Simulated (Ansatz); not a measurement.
Two G0W0 runs on Si3N4 (P6_3/m).

The structure is hexagonal, space group P6_3/m (No. 176). Conventional cell: a = 7.604 Å, b = 7.604 Å, c = 2.906 Å, α = 90.00°, β = 90.00°, γ = 120.00°. Nearest to Si lie 4 N at 1.73 to 1.74 Å. Nearest to N lie 3 Si at 1.74 Å. N has 3 Si at 1.73 Å nearest. Farther neighbours and most contacts between anions are not listed.

```yaml
crystal:
  lattice:
    - [7.60440, 0.00000, 0.00000]
    - [-3.80220, 6.58560, 0.00000]
    - [0.00000, 0.00000, 2.90630]
  atoms:
    - { symbol: Si, position: [0.76848, 0.17456, 0.25000] }
    - { symbol: Si, position: [0.59392, 0.76848, 0.75000] }
    - { symbol: Si, position: [0.82544, 0.59392, 0.25000] }
    - { symbol: Si, position: [0.23152, 0.82544, 0.75000] }
    - { symbol: Si, position: [0.40608, 0.23152, 0.25000] }
    - { symbol: Si, position: [0.17456, 0.40608, 0.75000] }
    - { symbol: N, position: [0.03050, 0.33024, 0.25000] }
    - { symbol: N, position: [0.70026, 0.03050, 0.75000] }
    - { symbol: N, position: [0.66976, 0.70026, 0.25000] }
    - { symbol: N, position: [0.96950, 0.66976, 0.75000] }
    - { symbol: N, position: [0.29974, 0.96950, 0.25000] }
    - { symbol: N, position: [0.33024, 0.29974, 0.75000] }
    - { symbol: N, position: [0.66667, 0.33333, 0.25000] }
    - { symbol: N, position: [0.33333, 0.66667, 0.75000] }
```

The cell and positions come from the Crystallography Open Database and are kept as given unless a step says otherwise.

The first (Ansatz 0.2.0; start PBE, 3×3×4 mesh, 607 empty bands, screening to 150 eV, PAW set soft_1 files; 1 × NVIDIA H100 80GB HBM3 (shared by 6 runs) with 2 threads of AMD EPYC 7R13 (Zen 3), shared host) gave, on its mesh: starting gap 4.39 eV, G0W0 gap 6.13 eV, RPA ε∞ (mean) 4.08, 19 s.

The second gave: starting gap 7.98 eV, G0W0 gap 7.41 eV, RPA ε∞ (mean) 3.02, 83 s.

**Question.** What was changed in the input? Choose among start, files, mesh, bands and cutoff, frequency model or another key.

Changed: start from PBE to PBE with 40 % exact exchange. A jump of this size in the start, with ε∞ moving the other way, marks another functional. Other changes could give like numbers; this is the one that was made.

Limits: not at the basis limit; coarse k mesh.

[Paths, hosts, dates, memory and timing lines, banners, echoed tables and standing remarks are left out of the program output.]

[Logs are printed without paths, hosts, clocks, repeated set-up lines and the standing remarks that a program may print on its own settings, such as how far it seeks lower states.]

[Runs of the session that timed out or met a known fault of the program may be left out.]

[Cells called generated may have been cut or substituted from an entry of the Crystallography Open Database or the Materials Project.]

[Hosts, paths, dates, database ids (printed as entryN), source tags and the programs' standing remarks are cut or masked in the printed files.]
